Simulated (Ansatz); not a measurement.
**A failed many-body run on H6PbCBr3N (Pm)**

A first try at the G0W0 gap of H6PbCBr3N (Pm), what the program said, and an input that works.

Program: Ansatz 0.2.0. Level of theory: G0W0 on r2SCAN, plane waves, PAW. Results are calculated unless marked as measured.

### Step 1. Starting point

Symmetry: Pm, No. 6, monoclinic system. Conventional cell: a = 6.039 Å, b = 6.060 Å, c = 6.128 Å, α = 90.00°, β = 90.07°, γ = 90.00°. Nearest to H lie 1 N at 1.04 Å. H has 1 N at 1.04 Å nearest. Nearest to H lie 1 C at 1.09 Å. H has 1 C at 1.10 Å nearest. Pb has 6 Br at 2.98 to 3.11 Å nearest. Nearest to C lie 3 H at 1.09 to 1.10 Å and 1 N at 1.49 Å. Farther neighbours and most contacts between anions are not listed.

The cell and positions are those that the Materials Project relaxed with its own functionals (PBE, PBE+U or r2SCAN), kept fixed. Spin-orbit coupling is left out unless a step names it. The default PAW set here is soft_2. Its files were made with PBE.

### Step 2. First try

input.yaml reads:

```yaml
crystal:
  lattice:
    - [6.038531, 0.0, 0.0]
    - [0.0, 6.05968, 0.0]
    - [-0.007679, 0.0, 6.128174]
  atoms:
    - { symbol: H, position: [0.218258, 0.862101, 0.96819] }
    - { symbol: H, position: [0.177786, 0.0, 0.198636] }
    - { symbol: H, position: [0.825095, 0.851944, 0.061619] }
    - { symbol: H, position: [0.869341, 0.0, 0.811715] }
    - { symbol: H, position: [0.825095, 0.148056, 0.061619] }
    - { symbol: H, position: [0.218258, 0.137899, 0.96819] }
    - { symbol: Pb, position: [0.475266, 0.5, 0.477994] }
    - { symbol: C, position: [0.897311, 0.0, 0.98852] }
    - { symbol: Br, position: [0.430028, 0.5, 0.972748] }
    - { symbol: Br, position: [0.434852, 0.0, 0.512708] }
    - { symbol: Br, position: [0.966538, 0.5, 0.440736] }
    - { symbol: "N", position: [0.140606, 0.0, 0.032465] }
kpoints:
  mp_grid: { grid: [1, 1, 1] }
hamiltonian:
  xc: r2scan
scf:
  occupations: { method: fixed }
gw:
  n_empty_bands: 236
  ecut_chi: 60
  qp_bands: [v4, c4]
  qp_kpoints: band_edges
  screening: { model: contour_deformation }
```

Launch:

```
$ ansatz run input.yaml --threads 3 --pin off --max-ram 92160MiB --backend cuda --events-out ev --progress --plain --runs-dir out --devices 1 --max-vram 13GiB
```

Numbers of over 12 decimals in the logs are rounded to 6 here.

Output:

```text
GPUs: using 1 of 1 available (devices: 1).
Engine: ansatz 0.2.0, x86_64-unknown-linux-gnu
Pseudopotentials: kind: paw
Pseudopotential: H, paw, valence charge 1, recommended cutoff 500 eV (meta_gga), H.paw.azcp
Pseudopotential: Pb, paw, valence charge 14, recommended cutoff 500 eV (meta_gga), Pb.paw.azcp
Pseudopotential: C, paw, valence charge 4, recommended cutoff 500 eV (meta_gga), C.paw.azcp
Pseudopotential: Br, paw, valence charge 7, recommended cutoff 500 eV (meta_gga), Br.paw.azcp
Pseudopotential: N, paw, valence charge 5, recommended cutoff 500 eV (meta_gga), N.paw.azcp
Functional definition: r2SCAN
  parameter k0 = 0.174
  parameter k1 = 0.065
  parameter a1 = 4.9479
  exchange = r2scan_x(k0 = k0, k1 = k1, a1 = a1)
  correlation = r2scan_c
device memory: the entry about to start is reckoned to put 1.3 GiB on a device that reports 38.5 GiB free (of which the cap on the GPU budget leaves the run 13.0 GiB)
GPU FFT provider: cuFFT
GPU libraries: cuBLAS 13.8.2, cuFFT 12.4.0, cuSOLVER 12.3.4
Crystal: 12 atoms, lattice volume = 224.239 Å³
Basis set: ecut = 500 eV, 5671 PW (Γ), exchange–correlation on 180×180×180 points (64 copies of the dense FFT grid, shifted against one another)
Bands: 37, of which v1, the nominal top of the filled ones, is band 25 counted from 1 (24 counted from 0)
Symmetry: 2 space group operations
Space group: Pm (ITA 6), of the structure as read, at distance tolerance 6.1e-5 Å
k-points: 1
Non-local potential: H, projectors of the file, l = 0: 2, l = 1: 1
Non-local potential: Pb, projectors of the file, l = 0: 2, l = 1: 2, l = 2: 2, l = 3: 2
Non-local potential: C, projectors of the file, l = 0: 2, l = 1: 2, l = 2: 1
Non-local potential: Br, projectors of the file, l = 0: 2, l = 1: 2, l = 2: 2
Non-local potential: N, projectors of the file, l = 0: 2, l = 1: 2, l = 2: 1
PAW form: soft (Blöchl's): semilocal exchange-correlation on the pseudo side does not see the compensation charge
PAW frozen core: Pb, regenerated for the run's functional (the file was generated under x = pbe(κ = 0.804, μ = 0.219515), c = pbe(β = 0.066725))
PAW frozen core: C, regenerated for the run's functional (the file was generated under x = pbe(κ = 0.804, μ = 0.219515), c = pbe(β = 0.066725))
PAW frozen core: Br, regenerated for the run's functional (the file was generated under x = pbe(κ = 0.804, μ = 0.219515), c = pbe(β = 0.066725))
PAW frozen core: N, regenerated for the run's functional (the file was generated under x = pbe(κ = 0.804, μ = 0.219515), c = pbe(β = 0.066725))
PAW one-centre angular grid: H, 302 points (default); XC on 160 Gauss nodes
PAW one-centre angular grid: Pb, 590 points (default); XC on 160 Gauss nodes
PAW one-centre angular grid: C, 302 points (default); XC on 239 of its mesh's 2573 points in the sphere
PAW one-centre angular grid: Br, 302 points (default); XC on 160 Gauss nodes
PAW one-centre angular grid: N, 302 points (default); XC on 160 Gauss nodes
Initial density: superposition of atomic densities (neutral atoms: chi_scale 0, normalization atom), corrected by the library's trained network
Initial wavefunctions: pseudopotential atomic-orbital guess
GPU buffer pool allocated for 91125 grid points (all kernels)
GPU transforms: local potential and band sums: pruned to the plane-wave sphere, on 45×45×45
Functional: x = r2scan, c = r2scan; τ floored in thin density (d = 2e-4 eV/Å³)
SCF iter   1: F=—  HF=-21041.846464 eV  |F-HF|=—  |Δ(HF+E_count)|=         —  Δρ=7.15e-3  dr2=9.55e-2  dr2_τ=4.28e-1  ethr=1.77e-3  ⟨swp⟩=5.0  Hψ=155  notcnv=0  defer=7
preconditioner: auto → Resta (q_TF=auto, 2.125 Å⁻¹)  ε∞=2.3  [insulator: Δε(μ)=5.679 eV  Ē_g=15.260 eV  n_scr=32 (ndim 8)  ℏωp=17.2 eV  f_vac=0.110  ε∞_Penn≈2.3]
SCF iter   2: F=—  HF=-21041.681986 eV  |F-HF|=—  |Δ(HF+E_count)|=   1.64e-1  Δρ=3.80e-3  dr2=2.60e-2  dr2_τ=7.60e-4  ethr=1.91e-4  ⟨swp⟩=3.0  Hψ=65  notcnv=0  defer=10
[...]
NSCF: frozen V_eff on 1 k-points
[...]
device memory: the entry about to start is reckoned to put 1.0 GiB on a device that reports 45.1 GiB free (of which the cap on the GPU budget leaves the run 13.0 GiB)
NSCF: frozen V_eff on 1 k-points
G₀W₀ screening: q 1/1
G₀W₀ self-energy: k 1/1
device memory: the entry about to start is reckoned to put 0.8 GiB on a device that reports 43.5 GiB free (of which the cap on the GPU budget leaves the run 13.0 GiB)
NSCF: frozen V_eff on 1 k-points
device memory: the entry about to start is reckoned to put 0.8 GiB on a device that reports 43.5 GiB free (of which the cap on the GPU budget leaves the run 13.0 GiB)
NSCF: frozen V_eff on 1 k-points
device memory: the entry about to start is reckoned to put 0.8 GiB on a device that reports 43.5 GiB free (of which the cap on the GPU budget leaves the run 13.0 GiB)
NSCF: frozen V_eff on 1 k-points
device memory: the entry about to start is reckoned to put 0.8 GiB on a device that reports 43.5 GiB free (of which the cap on the GPU budget leaves the run 13.0 GiB)
NSCF: frozen V_eff on 1 k-points
device memory: the entry about to start is reckoned to put 0.8 GiB on a device that reports 43.5 GiB free (of which the cap on the GPU budget leaves the run 13.0 GiB)
NSCF: frozen V_eff on 1 k-points
device memory: the entry about to start is reckoned to put 0.8 GiB on a device that reports 43.5 GiB free (of which the cap on the GPU budget leaves the run 13.0 GiB)
NSCF: frozen V_eff on 1 k-points
device memory: the entry about to start is reckoned to put 0.8 GiB on a device that reports 43.5 GiB free (of which the cap on the GPU budget leaves the run 13.0 GiB)
NSCF: frozen V_eff on 1 k-points
device memory: the entry about to start is reckoned to put 0.8 GiB on a device that reports 43.5 GiB free (of which the cap on the GPU budget leaves the run 13.0 GiB)
NSCF: frozen V_eff on 1 k-points
device memory: the entry about to start is reckoned to put 0.8 GiB on a device that reports 43.5 GiB free (of which the cap on the GPU budget leaves the run 13.0 GiB)
NSCF: frozen V_eff on 1 k-points
device memory: the entry about to start is reckoned to put 0.8 GiB on a device that reports 43.5 GiB free (of which the cap on the GPU budget leaves the run 13.0 GiB)
NSCF: frozen V_eff on 1 k-points
SCF converged after 8 iterations
Free energy (F): -21041.684967 eV
Harris-Foulkes:  -21041.684967 eV  (|F-HF|=1.47e-8)
Internal energy: -21041.684967 eV  (E = F + TS)
E sigma→0 (E₀):  -21041.684967 eV
Fermi energy:    0.158238 eV
--- Per-component energies (eV) ---
  E_band       = -375.529120
  E_kinetic    = 985.805862
  E_local      = -3159.282749  (includes V_loc(G=0)·N_el)
  E_nonlocal   = 641.261522
  E_hartree    = 1115.785438
  E_xc         = -1118.369087
  E_vxc        = -712.375889  (∫ρ·V_xc dr)
  E_paw        = -17476.603463  (= ΣΔE_a)
  E_vpaw       = -404.335118  (= ΣTr[D̂ρ^β])
  E_aug_tail   = -0.002797  (compensation charges beyond the density's cutoff)
  E_vtau       = 41.829955  (kinetic-family band-sum trace: ∫τ·v_τ [+ j·A + Jᵃ·Aᵃ] dr)
  E_ewald      = -2030.716275
  E_core_change = 0.436583  (= ΣΔE_core)
  E_smearing   = -0.000000  (= −TS)
  E_closure    = 0.000000  (closes the sum)
  Σ components = -21041.684967   (vs F -21041.684967, Δ=0.00e0)
--- Band table (eV) ---
  k-point 0: bands = [... 21 lower, -0.3133, -0.1907, 0.1366, 0.1582, 5.8189, 7.1139, 7.2034, 7.5660, ... 8 higher]
--- G₀W₀: contour deformation, 5 samples at zero and on the imaginary axis and 1 off it, 1 q-point, 236 empty bands' worth ---
  eigenvalues of the whole cell's RPA ε∞ on this k-mesh (on a slab, of 1 + 4πα/V) = 2.2083, 2.2950, 2.3269; static W/v taken at q = 0 is 0.439298
  gw.qp_kpoints: band_edges: 1 of 1 stored k-point solved, in 1 pass; an edge of the gap read off the rows below is read off those points alone
    ik  band        ε_KS         Σx   Σc(E_QP)       V_xc       Z   E_QP_lin       E_QP  E_QP is
     0    22     -0.3133   -19.5594     2.6654   -15.5828  0.8050    -1.6479    -1.6243  root
     0    23     -0.1907   -19.6043     2.6337   -15.6668  0.8061    -1.5175    -1.4945  root
     0    24      0.1366   -19.5772     2.6699   -15.5777  0.8056    -1.2175    -1.1930  root
     0    25      0.1582   -19.5926     2.6680   -15.5927  0.8055    -1.1981    -1.1735  root
     0    26      5.8189    -3.7457    -3.1983    -7.7432  0.8486     6.6249     6.6180  root
     0    27      7.1139    -7.4792    -3.2872   -12.1474  0.8345     8.5173     8.4949  root
     0    28      7.2034    -6.9782    -3.3127   -11.6179  0.8354     8.5508     8.5303  root
     0    29      7.5660    -3.1283    -3.1206    -6.9931  0.8497     8.3163     8.3102  root
```

Wall time 13 s (1 × NVIDIA H100 80GB HBM3 (shared by 6 runs) with 3 threads of AMD EPYC 7R13 (Zen 3), shared host); peak memory 1.3 GiB.

The column dr2 measures how far the density is from self-consistency, as an energy; F and HF (Harris–Foulkes) agree once it is small.

**What went wrong?**

The run ended normally, though the input holds a fault or crude settings.

The fault: one k-point. One point can't sample the density or the screening of a small cell, and the band edges may lie elsewhere in the zone.

It printed a gap of 7.79 eV, which is an artefact of the settings.

### Step 3. A better input

G0W0 replaces the xc potential by the self-energy, built once from these orbitals. Only a window of levels is corrected, while the sums run over the empty bands that the input names.

Edit input.yaml of step 2 so:

```diff
@@ -19,3 +19,3 @@
 kpoints:
-  mp_grid: { grid: [1, 1, 1] }
+  mp_grid: { grid: [2, 2, 2] }
 hamiltonian:
@@ -25,4 +25,4 @@
 gw:
-  n_empty_bands: 236
-  ecut_chi: 60
+  n_empty_bands: 935
+  ecut_chi: 150.0
   qp_bands: [v4, c4]
```

Output:

```text
GPUs: using 1 of 1 available (devices: 1).
[...]
GPU FFT provider: cuFFT
GPU libraries: cuBLAS 13.8.2, cuFFT 12.4.0, cuSOLVER 12.3.4
Crystal: 12 atoms, lattice volume = 224.239 Å³
Basis set: ecut = 500 eV, 5671 PW (Γ), exchange–correlation on 180×180×180 points (64 copies of the dense FFT grid, shifted against one another)
Bands: 37, of which v1, the nominal top of the filled ones, is band 25 counted from 1 (24 counted from 0)
[... 1 set-up line as in the run before ...]
[...]
k-points: 8
[...]
GPU buffer pool allocated for 91125 grid points (all kernels)
[...]
SCF iter   1: F=—  HF=-21038.150915 eV  |F-HF|=—  |Δ(HF+E_count)|=         —  Δρ=5.47e-3  dr2=1.01e-1  dr2_τ=4.48e-1  ethr=1.77e-3  ⟨swp⟩=5.1  Hψ=1204  notcnv=0  defer=73
[...]
0    22     -0.2226   -19.0598     2.5611   -15.4921  0.7448    -1.2593    -1.2291  root
     0    23     -0.1160   -19.1095     2.5079   -15.6245  0.7445    -1.1215    -1.0932  root
     0    24      0.1933   -19.0750     2.5536   -15.5395  0.7405    -0.8187    -0.7886  root
     0    25      0.2134   -19.0781     2.5482   -15.5554  0.7400    -0.7909    -0.7611  root
     0    26      5.8321    -4.0799    -3.4319    -7.7703  0.8131     6.0918     6.0906  root
     0    27      6.9206    -8.3073    -4.0264   -12.6531  0.7607     7.2434     7.2400  root
     0    28      7.0236    -7.8590    -4.0077   -12.1899  0.7655     7.3510     7.3468  root
     0    29      7.5237    -4.0557    -3.5142    -7.8044  0.8004     7.7595     7.7583  root
[...]
7    26      3.7369    -7.5029    -3.5443   -11.3304  0.7876     4.0217     4.0201  root
     7    27      3.7567    -7.4702    -3.5517   -11.3121  0.7883     4.0486     4.0469  root
     7    28      3.9744    -7.6829    -3.5428   -11.5160  0.7880     4.2664     4.2648  root
     7    29      7.0654    -4.0096    -3.6192    -8.0346  0.8084     7.4744     7.4712  root
[key lines of the parts left out:]
SCF converged after 8 iterations
Free energy (F): -21037.951761 eV
Fermi energy:    1.317335 eV
```

Wall time 22 s (1 × NVIDIA H100 80GB HBM3 (shared by 6 runs) with 3 threads); peak memory 3.1 GiB; 41 s of CPU time.

This step gave:

```
bands summed                                 : 960
RPA ε∞ on this mesh (eigenvalues)            : 4.966, 5.257, 5.889
plane waves in the screening matrix          : 933
q-points in the mesh                         : 8
G0W0 gap on the mesh                         : 3.506 eV
k of the valence top                         : -0.5, -0.5, -0.5
k of the conduction bottom                   : -0.5, -0.5, -0.5
starting gap on the mesh                     : 2.420 eV
Z at the valence top                         : 0.7679
Z at the conduction bottom                   : 0.7876
least direct G0W0 gap on the computed points : 3.506 eV
```

The gap on the mesh goes from 2.42 eV to 3.51 eV, a correction of +1.09 eV. Between the two edge states, bare exchange in place of the xc potential would open the gap by 5.96 eV, and correlation takes back 4.88 eV.

### Step 4. Summary of results

```yaml
first_try: converged after 13 s
better_run: G0W0 gap on the mesh 3.51 eV (2×2×2 mesh, 935 empty bands, screening to 150 eV)
```

In words: The second run differs in: mesh, empty bands and screening cutoff (eV). Bands and cutoff are finite, so the gap is not at the basis limit. The miss can reach some tenths of an eV and take either sign; the mesh is an error of its own. The 2×2×2 mesh is coarse for this cell (its supercell is 12 Å along the shortest edge). The RPA ε∞ on it, from the r2SCAN start, is 4.97, 5.26 and 5.89; such meshes misread the long-range screening, most where the gap is narrow. Where an edge is built on 6p states of lead, bismuth or thallium, scalar-relativistic gaps usually stand too wide, by a few tenths to over one eV. The many-body steps are scalar-relativistic: spin-orbit coupling is not in them.

[Paths, hosts, dates, memory and timing lines, banners, echoed tables and standing remarks are left out of the program output.]

[Logs are printed without paths, hosts, clocks, repeated set-up lines and the standing remarks that a program may print on its own settings, such as how far it seeks lower states.]

[Runs of the session that timed out or met a known fault of the program may be left out.]

[Cells called generated may have been cut or substituted from an entry of the Crystallography Open Database or the Materials Project.]

[Hosts, paths, dates, database ids (printed as entryN), source tags and the programs' standing remarks are cut or masked in the printed files.]
